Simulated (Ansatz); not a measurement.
## CdH2 (model cell, started as CdI2 type): from the cell to its phonons

Wanted: phonon frequencies of CdH2 (model cell, started as CdI2 type) and what follows from them.

Calculated with Ansatz 0.2.0; DFT PBEsol, scalar-relativistic, plane waves, PAW.

This is a report of a sequence of runs, with most program output left out.

The structure was built from a prototype and need not be the compound's stable phase.

### Step 1. The structure

It takes space group P-3m1 (No. 164, trigonal). Conventional cell: a = 3.407 Å, b = 3.407 Å, c = 5.520 Å, α = 90.00°, β = 90.00°, γ = 120.00°. Nearest to Cd lie 6 H at 2.40 Å. H has 3 Cd at 2.40 Å nearest. Farther neighbours are not listed.

### Step 2. Coarse relaxation

The start is far from rest, so a relaxation with loose tolerances brings it close first.

Input file input.yaml:

```yaml
crystal:
  lattice:
    - [3.4075, 0.0, 0.0]
    - [-1.70375, 2.95098, 0.0]
    - [0.0, 0.0, 5.52015]
  atoms:
    - { symbol: Cd, position: [0.0, 0.0, 0.0] }
    - { symbol: H, position: [0.333333, 0.666667, 0.25] }
    - { symbol: H, position: [0.666667, 0.333333, 0.75] }
kpoints:
  mp_grid: { grid: [6, 6, 4] }
hamiltonian:
  xc: pbesol
scf:
  occupations: { method: gaussian, width: 0.1 }
output:
  forces: true
  stress: true
  eigenvalues: true
relax:
  adjacent_minimum: "off"
  f_tol: 0.05
  max_steps: 80
  cell: { stress_tol: 0.5 }
```

On the command line:

```bash
$ ansatz run input.yaml --threads 4 --pin off --max-ram 7168MiB --backend cpu --events-out ev --progress --plain --runs-dir out
```

It took 1.5 s on 4 threads of Intel Xeon 6975P-C (Granite Rapids), shared host; peak memory 0.35 GiB.

Step by step:

```csv
step,energy less that of the first step (eV),largest force component (eV/Å),pressure (GPa),volume (Å³)
1,0.0000,1.1508,-10.15,55.51
2,-0.6717,0.6145,-6.82,49.72
3,-0.8972,0.0285,0.09,43.93
4*,-0.8934,0.0292,0.04,43.93
```

Relaxation steps marked * repeat the geometry before them on a plane-wave basis chosen anew for their cell, so energy and pressure can jump there.

The run keeps the 12 symmetry operations that it works with, so distortions that break them were not tested.

```csv
"conventional cell, symmetrised",before,after,change
a (Å),3.407,3.110,-8.7 %
b (Å),3.407,3.110,-8.7 %
c (Å),5.520,5.245,-5.0 %
volume (Å³/atom),18.50,14.64,-20.9 %
```

The atoms that moved most (Å, as changes of fractional coordinates times the final cell):

```csv
atom,dx,dy,dz,length
H3,0.000,0.000,0.296,0.296
H2,0.000,0.000,-0.296,0.296
```

Final coordinates:

```
Cd H
1.0
     3.10987    0.00000    0.00000
    -1.55494    2.69323    0.00000
     0.00000    0.00000    5.24495
Cd H
1 2
Direct
  0.00000 0.00000 0.00000
  0.33333 0.66667 0.19350
  0.66667 0.33333 0.80650
```

A gap read on the k-mesh alone can miss the band edges.

Numbers from this step:

- pressure: 0.03723 GPa
- gap on the k-mesh: 1.849 eV
- volume per atom: 14.64 Å³
- direct gap on mesh: 2.840 eV

In this step the volume went from 18.50 to 14.64 Å³/atom.

### Step 3. Relaxation

The cell and atoms are relaxed, since residual forces and stress would shift the frequencies.

Input file input.yaml:

```yaml
crystal:
  lattice:
    - [3.1098724919, 0.0, 0.0]
    - [-1.554936246, 2.6932285805, 0.0]
    - [0.0, 0.0, 5.2449499086]
  atoms:
    - { symbol: Cd, position: [0.0, 0.0, 0.0] }
    - { symbol: H, position: [0.3333333333, 0.6666666667, 0.1935047494] }
    - { symbol: H, position: [0.6666666667, 0.3333333333, 0.8064952506] }
kpoints:
  mp_grid: { grid: [9, 9, 6] }
hamiltonian:
  xc: pbesol
scf:
  occupations: { method: gaussian, width: 0.02 }
output:
  forces: true
  stress: true
  eigenvalues: true
relax:
  adjacent_minimum: "off"
  f_tol: 0.005
  max_steps: 80
  cell: { stress_tol: 0.05 }
```

Run time: 6.6 s. Hardware: 4 threads; peak memory 0.4 GiB.

The steps of the relaxation:

```csv
step,energy less that of the first step (eV),largest force component (eV/Å),pressure (GPa),volume (Å³)
1,0.0000,0.0359,0.02,43.93
2,-0.0004,0.0562,-0.40,43.40
3,-0.0018,0.0121,-0.19,43.32
4,-0.0036,0.0158,-0.05,42.71
5,-0.0094,0.0567,0.17,40.62
6,-0.0151,0.0681,0.31,38.48
7,-0.0157,0.0170,-0.84,38.11
8,-0.0179,0.0237,0.30,36.20
9,-0.0185,0.0023,0.02,36.92
10,-0.0185,0.0002,0.01,37.08
11,-0.0184,0.0002,0.00,37.16
12*,-0.0161,0.0005,-0.05,37.16
13,-0.0164,0.0002,0.00,36.83
14*,-0.0161,0.0002,0.00,36.83
```

Relaxation steps marked * repeat the geometry before them on a plane-wave basis chosen anew for their cell, so energy and pressure can jump there.

The run keeps the 12 symmetry operations that it works with, so distortions that break them were not tested.

```csv
cell as run,before,after,change
a (Å),3.110,3.103,-0.2 %
b (Å),3.110,3.103,-0.2 %
c (Å),5.245,4.416,-15.8 %
volume (Å³/atom),14.64,12.28,-16.2 %
```

The atoms that moved most (Å, as changes of fractional coordinates times the final cell):

```csv
atom,dx,dy,dz,length
H3,0.000,0.000,-0.175,0.175
H2,0.000,0.000,0.175,0.175
```

The relaxed structure:

```
Cd H
1.0
     3.10342    0.00000    0.00000
    -1.55171    2.68764    0.00000
     0.00000    0.00000    4.41551
Cd H
1 2
Direct
  0.00000 0.00000 0.00000
  0.33333 0.66667 0.23319
  0.66667 0.33333 0.76681
```

Numbers from this step:

| Quantity | Value |
| --- | --- |
| pressure | 0.001803 GPa |
| gap on the k-mesh | 1.070 eV |
| volume per atom | 12.28 Å³ |
| direct gap on mesh | 2.698 eV |

In this step the volume went from 14.64 to 12.28 Å³/atom.

### Step 4. Relaxation

The relaxation is repeated from its end on the same settings, as a check that it has come to rest.

input.yaml, the sections that differ from step 3:

```yaml
crystal:
  lattice:
    - [3.1034231172, 0.0, 0.0]
    - [-1.5517115586, 2.6876432582, 0.0]
    - [0.0, 0.0, 4.4155095098]
  atoms:
    - { symbol: Cd, position: [0.0, 0.0, 0.0] }
    - { symbol: H, position: [0.3333333333, 0.6666666667, 0.2331933751] }
    - { symbol: H, position: [0.6666666667, 0.3333333333, 0.7668066249] }
output:
  forces: true
  stress: true
  eigenvalues: true
  write_density: true
  write_potential: true
  elf: true
  volumetric_format: npy
# kpoints, hamiltonian, scf, relax: as in step 3
```

The job ended after 1.1 s (4 threads; peak memory 0.37 GiB).

Little changed from the start: no atom moved by 0.005 Å and no cell edge by 0.1 %.

Numbers from this step:

```
pressure : 0.001805 GPa
```

In this step the volume went from 12.28 to 12.28 Å³/atom.

### Step 5. Relaxing to small forces for the phonons

Phonons need a cell at rest on their own settings, so the relaxation is repeated with tight tolerances on forces and stress on the k mesh and occupations of the first response run.

input.yaml, the sections that differ from step 4:

```yaml
scf:
  occupations: { method: fixed }
output:
  forces: true
  stress: true
  eigenvalues: true
relax:
  adjacent_minimum: "off"
  f_tol: 0.001
  max_steps: 60
  cell: { stress_tol: 0.01 }
# crystal, kpoints, hamiltonian: as in step 4
```

It took 1.1 s on 4 threads; peak memory 0.35 GiB; 2.7 s of CPU time.

Little changed from the start: no atom moved by 0.005 Å and no cell edge by 0.1 %.

Numbers from this step:

- pressure: 0.001803 GPa

The largest force component left is 0.20 meV/Å and the pressure is 0.002 GPa, within the tolerances set. The cell now holds 12.28 Å³/atom.

### Step 6. Modes at Γ

The zone centre comes first: it holds the modes that light can see, as far as symmetry allows. The response to a homogeneous field gives the Born charges and the dielectric tensor, and its change with displacement the Raman tensors.

input.yaml, as its differences from that of step 5:

```diff
@@ -16,9 +16,7 @@
 output:
-  forces: true
-  stress: true
   eigenvalues: true
-relax:
-  adjacent_minimum: "off"
-  f_tol: 0.001
-  max_steps: 60
-  cell: { stress_tol: 0.01 }
+phonons:
+  method: dfpt
+  dielectric: true
+  rigid_motions: translations
+  raman: true
```

Run time: 2.6 min. Hardware: 4 threads; peak memory 2.4 GiB.

This step gave:

* sum-rule residual before enforcement: 3.76e-5 eV/Å²
* miss of the charge sum rule: 0.003171 e
* estimated error of the dielectric tensor: 0.04299
* estimated error of the Born charges: 0.02498 e
* point group: -3m
* highest optical mode at the zone centre (no LO-TO term): 980.4 cm⁻¹
* lowest optical zone-centre mode: 345.4 cm⁻¹
* mean high-frequency dielectric constant: 7.680
* largest Born charge (third of the trace): 2.117 e
* mean static dielectric constant: 35.71
* top of the zone-centre spectrum with the field: 980.4 cm⁻¹

Without the LO-TO term. Patterns of degenerate modes are one choice out of their space. Modes at Γ, with each element's share of the kinetic energy:

```csv
mode,frequency (cm⁻¹),symmetry,Cd %,H %
1,0.0,acoustic,98,2
2,0.0,acoustic,98,2
3,0.0,acoustic,98,2
4,345.4,Eu,2,98
5,345.4,Eu,2,98
6,758.2,A2u,2,98
7,840.3,Eg,0,100
8,840.3,Eg,0,100
9,980.4,A1g,0,100
```

Displacements in mode 4 (345.4 cm⁻¹), the largest set to 1:
```
Cd1 -0.02  0.00  0.00
H2   1.00  0.00  0.00
H3   1.00  0.00  0.00
```

Displacements in mode 8 (840.3 cm⁻¹), the largest set to 1:
```
Cd1  0.00  0.00  0.00
H2   1.00  0.00  0.00
H3  -1.00  0.00  0.00
```

Optical modes at the zone centre, without and with the macroscopic field of the longitudinal modes; each column is sorted by frequency, so a row need not hold one and the same mode. Modes with and without the field, by row:

```csv
rank among optical modes,no field (cm⁻¹),"q along (1, 0, 0) (cm⁻¹)","q along (0, 0, 1) (cm⁻¹)"
1,345.4,345.4,345.4
2,345.4,758.2,345.4
3,758.2,799.2,840.3
4,840.3,840.3,840.3
5,840.3,840.3,849.7
6,980.4,980.4,980.4
```

Born charge (rows field, columns displacement) (e), principal values of the symmetric part by kind of site:

```csv
atom,atoms with these values,low,middle,high,mean
Cd1,1,0.93,2.71,2.71,2.12
H2,2,-1.36,-1.36,-0.46,-1.06
```

In full for H2:

```
-1.36  0.00  0.00
 0.00 -1.36  0.00
 0.00  0.00 -0.46
```

High-frequency dielectric tensor:

```
9.54 0.00 0.00
0.00 9.54 0.00
0.00 0.00 3.96
```

Static dielectric tensor (ions relaxed, fixed cell):

```
51.08  0.00  0.00
 0.00 51.08  0.00
 0.00  0.00  4.97
```

Transverse modes. Infrared lines, with heights relative to the strongest:

```csv
position (cm⁻¹),label,relative intensity
345,Eu,100
758,A2u,5.9
840,Eg,0.0
980,A1g,0.0
```

Activity x (w_L - w)^4 (n + 1)/w, 532 nm, 300 K; modes without the macroscopic field alone. Lines of the Raman spectrum (strongest = 100):

```csv
position (cm⁻¹),label,relative intensity
345,Eu,0.0
758,A2u,0.0
840,Eg,100
980,A1g,28
```

Before it was imposed, the acoustic sum rule was missed by 3.8e-5 eV/Å² and the charge sum rule by 0.0032 e. Small misses are needed for a sound result but don't prove that mesh and cutoff are converged. The lowest optical mode is real, 345 cm⁻¹.

The log warns of the k mesh: “the force constants stand on the 9×9×6 k-mesh, whose period is 12.71 times the interband length at k = (0.2222, 0.3333, -0.1667), direct gap 2.795 eV, under 14: take them and everything formed from them as unconverged”.

### Step 7. Response at finite wavevector

Stability and thermal properties need the whole zone. Linear response on a 3×3×2 q mesh gives force constants as far as a supercell of that size would, and the tensors from the zone-centre run are typed in so that the long-range dipole term is interpolated apart.

input.yaml, the sections that differ from step 6:

```yaml
phonons:
  method: dfpt
  qmesh: [3, 3, 2]
  temperatures: { t_max: 1000, t_step: 50 }
  qpath:
    path:
      - [[0.0, 0.0, 0.0], [0.5, 0.0, 0.0], [0.33333333, 0.33333333, 0.0], [0.0, 0.0, 0.0], [0.0, 0.0, 0.5], [0.5, 0.0, 0.5], [0.33333333, 0.33333333, 0.5], [0.0, 0.0, 0.5]]
      - [[0.5, 0.0, 0.5], [0.5, 0.0, 0.0]]
      - [[0.33333333, 0.33333333, 0.5], [0.33333333, 0.33333333, 0.0]]
    npoints: 10
  non_analytic_term:
    high_frequency_dielectric_tensor: [[9.5411, 0.0, 0.0], [0.0, 9.5411, 0.0], [0.0, 0.0, 3.9592]]
    born_effective_charges:
      - { species: Cd, tensor: [[2.7103, 0.0, 0.0], [0.0, 2.7103, 0.0], [0.0, 0.0, 0.9292]] }
      - { species: H, tensor: [[-1.3552, 0.0, 0.0], [0.0, -1.3552, 0.0], [0.0, 0.0, -0.4646]] }
      - { species: H, tensor: [[-1.3552, 0.0, 0.0], [0.0, -1.3552, 0.0], [0.0, 0.0, -0.4646]] }
    source: "zone-centre run at this cell"
# crystal, kpoints, hamiltonian, scf, output: as in step 6
```

Run time: 39 s. Hardware: 4 threads; peak memory 0.71 GiB; 2.4 min of CPU time.

Numbers from this step:

| Quantity | Value |
| --- | --- |
| sum-rule residual before enforcement | 4.07e-5 eV/Å² |
| lowest frequency on the path | -40.29 cm⁻¹ |
| highest frequency on the path or at a solved wavevector | 998.5 cm⁻¹ |
| lowest mode on the q mesh (acoustic modes at Γ apart) | -40.29 cm⁻¹ |

Frequencies (cm⁻¹) solved at each irreducible wavevector; negative means imaginary. Frequencies by wavevector, by row:

```csv
q in reciprocal lattice units,star,mode 1,mode 2,mode 3,mode 4,mode 5,mode 6,mode 7,mode 8,mode 9
0 0 0,1,0,0,0,345.4,345.4,758.2,840.3,840.3,980.4
0 0 -0.5,1,19.6,19.6,34.6,405.9,405.9,836.1,836.1,862.9,975.2
0 0.3333 0,6,23.6,36.6,130.4,230,650.5,813.5,882,942.6,962.6
0 0.3333 -0.5,6,37.3,42.5,128.6,293,623.3,799.2,869.2,947.9,964
0.3333 0.3333 0,2,-40.3,110.3,110.3,560.5,560.5,777.3,932.7,932.7,998.5
0.3333 0.3333 -0.5,2,-35,108.2,108.2,479.2,479.2,775.9,948.4,948.4,989.7
```

Interpolated from a 3×3×2 q mesh, rough between the solved points, with the LO-TO term (at Γ the limit along the path; where Γ stands inside the path, tables give the limit on arrival). The phonon branches at the labelled points (cm⁻¹):

```csv
point,branch 1,branch 2,branch 3,branch 4,branch 5,branch 6,branch 7,branch 8,branch 9
Γ,0,0,0,345,758,799,840,840,980
halfway,21,31,113,272,652,812,857,937,962
M,-21,61,142,194,691,779,914,942,974
halfway,-32,82,129,404,687,722,915,962,982
K,-40,110,110,560,560,777,933,933,998
halfway,11,61,116,438,622,687,916,954,961
Γ,0,0,0,345,758,799,840,840,980
halfway,15,15,24,376,376,838,838,856,978
A,20,20,35,406,406,836,836,863,975
halfway,28,43,113,336,631,780,848,954,960
L,20,63,139,252,635,780,898,945,974
halfway,-21,83,124,363,645,699,931,967,972
H,-35,108,108,479,479,776,948,948,990
halfway,26,61,116,478,577,680,922,950,958
A,20,20,35,406,406,836,836,863,975
jump to L,20,63,139,252,635,780,898,945,974
halfway,-4,62,140,224,663,780,906,943,975
M,-21,61,142,194,691,779,914,942,974
jump to H,-35,108,108,479,479,776,948,948,990
halfway,-38,109,109,520,520,777,941,941,994
K,-40,110,110,560,560,777,933,933,998
```

The phonon density of states has structure finer than the step of the table below, so its rows give means over 25 cm⁻¹, whole bins alone (the curve runs from -45 to 1005 cm⁻¹). Peaks (cm⁻¹: height): -25.0: 0.0139, 15.0: 0.0268, 125.0: 0.0391, 645.0: 0.0136, 965.0: 0.0576.

Tetrahedra on a 24×24×14 mesh, mean over bins of 10 cm-1. Interpolated from a 3×3×2 q mesh, rough between the solved points. Table of phonon density of states by wavenumber; means over each step:

wavenumber (cm⁻¹), phonon density of states (1/cm⁻¹/cell) and a bar:
```
      -25     0.0109 ########
        0     0.0105 ########
       25     0.0220 #################
       50     0.0177 #############
       75     0.0164 ############
      100     0.0120 #########
      125     0.0256 ###################
      150     0.0033 ##
      175     0.0000 
      200     0.0003 
      225     0.0011 #
      250     0.0021 ##
      275     0.0028 ##
      300     0.0031 ##
      325     0.0040 ###
      350     0.0051 ####
      375     0.0050 ####
      400     0.0042 ###
      425     0.0031 ##
      450     0.0031 ##
      475     0.0029 ##
      500     0.0024 ##
      525     0.0019 #
      550     0.0013 #
      575     0.0029 ##
      600     0.0051 ####
      625     0.0104 ########
      650     0.0120 #########
      675     0.0101 ########
      700     0.0090 #######
      725     0.0084 ######
      750     0.0083 ######
      775     0.0075 ######
      800     0.0034 ###
      825     0.0019 #
      850     0.0047 ####
      875     0.0055 ####
      900     0.0121 #########
      925     0.0202 ###############
      950     0.0399 ##############################
      975     0.0329 #########################
```

The partial phonon density of states has structure finer than the step of the table below, so its rows give means over 50 cm⁻¹, whole bins alone (the curve runs from -50.3 to 1038 cm⁻¹). Peaks (cm⁻¹: height): Cd -22.9: 0.0125, 18.2: 0.0248, 127.7: 0.0276; H 634.5: 0.0126, 963.1: 0.0493.

Phonopy on the run's constants, 21x21x13 mesh, Gaussian sigma 7.8 cm-1. Interpolated from a 3×3×2 q mesh, rough between the solved points. Table of partial phonon density of states by wavenumber; means over each step; values in 1/cm⁻¹/cell:

```csv
wavenumber (cm⁻¹),Cd,H
0,0.0136,9.6e-5
50,0.0183,1.7e-4
100,0.0161,1.7e-4
150,0.00782,1.4e-4
200,4.8e-6,4.3e-4
250,3.8e-5,0.00212
300,6.0e-5,0.00320
350,7.2e-5,0.00473
400,4.6e-5,0.00386
450,2.8e-5,0.00308
500,2.0e-5,0.00246
550,1.1e-5,0.00185
600,2.5e-5,0.00538
650,5.4e-5,0.0115
700,3.5e-5,0.00899
750,3.2e-5,0.00801
800,1.5e-5,0.00390
850,5.9e-6,0.00437
900,2.4e-5,0.0123
950,8.3e-5,0.0359
1000,9.8e-6,0.00739
```

Symmetry leaves 6 wavevectors to solve. The lowest mode among them, the acoustic zeros apart, lies at q = (0.333, 0.333, 0) and is imaginary, 40.3i cm⁻¹, so the energy falls along it.

### Step 8. Another isotope, element Cd, natural mass 112.414 amu

An isotope changes the mass and not the force constants, so no new electronic calculation is needed; the shifts show which modes move this element.

The same force constants with the mass of Cd changed from 112.414 to 115.905 u (phonopy, no LO-TO term). Both lists are sorted by frequency; levels can cross, so a row need not hold one and the same mode. Modes under 3 cm⁻¹ are left out. Isotope shifts, by row:

```csv
q,rank,natural mass (cm⁻¹),changed mass (cm⁻¹)
0 0 0,4,345.4,345.3
0 0 0,5,345.4,345.3
0 0 0,6,758.2,758
0 0 0,7,840.3,840.3
0 0 0,8,840.3,840.3
0 0 0,9,980.4,980.4
0 0 -0.5,1,19.59,19.29
0 0 -0.5,2,19.59,19.29
0 0 -0.5,3,34.6,34.08
0 0 -0.5,4,405.9,405.8
0 0 -0.5,5,405.9,405.8
0 0 -0.5,6,836.1,836.1
0 0 -0.5,7,836.1,836.1
0 0 -0.5,8,862.9,862.7
0 0 -0.5,9,975.2,975.2
0 0.3333 0,1,23.64,23.29
0 0.3333 0,2,36.57,36.03
0 0.3333 0,3,130.4,128.5
0 0.3333 0,4,230,229.9
0 0.3333 0,5,650.5,650.4
0 0.3333 0,6,813.5,813.5
0 0.3333 0,7,882,882
0 0.3333 0,8,942.6,942.6
0 0.3333 0,9,962.6,962.6
0 0.3333 -0.5,1,37.28,36.72
0 0.3333 -0.5,2,42.46,41.83
0 0.3333 -0.5,3,128.6,126.6
0 0.3333 -0.5,4,293,293
0 0.3333 -0.5,5,623.3,623.2
0 0.3333 -0.5,6,799.2,799.2
0 0.3333 -0.5,7,869.2,869.2
0 0.3333 -0.5,8,947.9,947.9
0 0.3333 -0.5,9,964,964
```

A mode of this element alone would shift by -1.52 %. The highest zone-centre frequency without the field goes from 980.4 to 980.4 cm⁻¹ (+0.0 %). The product of the frequency ratios over all optical modes at Γ is 0.999; the product rule, (m/m′)^(3k/2) (M′/M)^(3/2) with k = 1 such atoms and M the mass of the cell, gives 0.999.

### Step 9. Another isotope, element H, natural mass 1.008 amu

The same for H, from 1.01 to 2.01 u.

A mode of this element alone would shift by -29.26 %. The highest zone-centre frequency without the field goes from 980.4 to 693.5 cm⁻¹ (-29.3 %). The product of the frequency ratios over all optical modes at Γ is 0.129; the product rule, (m/m′)^(3k/2) (M′/M)^(3/2) with k = 2 such atoms and M the mass of the cell, gives 0.129.

### Step 10. What came out

```
space group after relaxation (within 0.01 Å)            : P-3m1
volume per atom                                         : 12.3 Å³
gap on the k-mesh                                       : 1.07 eV
highest optical mode at the zone centre (no LO-TO term) : 980 cm⁻¹
top of the zone-centre spectrum with the field          : 980 cm⁻¹
lowest optical zone-centre mode                         : 345 cm⁻¹
mean high-frequency dielectric constant                 : 7.68
mean static dielectric constant                         : 35.7
largest Born charge (third of the trace)                : 2.12 e
lowest mode on the q mesh (acoustic modes at Γ apart)   : -40.3 cm⁻¹
highest frequency on the path or at a solved wavevector : 999 cm⁻¹
imaginary modes on the 3×3×2 q mesh                     : yes
```

In words: Modes are clearly imaginary (beyond 10i cm⁻¹) at 2 of the 6 irreducible wavevectors, most at q = (0.333, 0.333, 0) (40.3i cm⁻¹), so this structure is not a minimum of the energy. Without the field, the optical modes at Γ span 345 to 980 cm⁻¹. The highest mode in this list at Γ, 980.4 cm⁻¹, is mostly motion of H (100 % of the kinetic energy). The macroscopic field leaves the top of the zone-centre spectrum where it is. Lattice motion raises the mean dielectric constant from 7.680 to 35.71. The strongest infrared line is at 345 cm⁻¹. Averaged over orientations, the strongest Raman line at 532 nm and 300 K is at 840 cm⁻¹. The tensors are the static, non-resonant ones, while 532 nm light (2.33 eV) lies above the computed gap. With the field response the log warns that the k mesh is coarse for the force constants too, so the frequencies may not be converged. The q mesh stands for a supercell only 8.8 Å across, so branches between the solved wavevectors are rough. The program warns that the interpolation holds no quadrupole term, so branches close to Γ can be off in this crystal. The starting cell was built on a prototype and not taken from a measurement, so the phase need not exist. These are harmonic frequencies at zero temperature: anharmonic shifts, linewidths and thermal expansion are left out.

[Logs are printed without paths, hosts, clocks, repeated set-up lines and the standing remarks that a program may print on its own settings, such as how far it seeks lower states.]

[Hosts, paths, dates, database ids (printed as entryN), source tags and the programs' standing remarks are cut or masked in the printed files.]
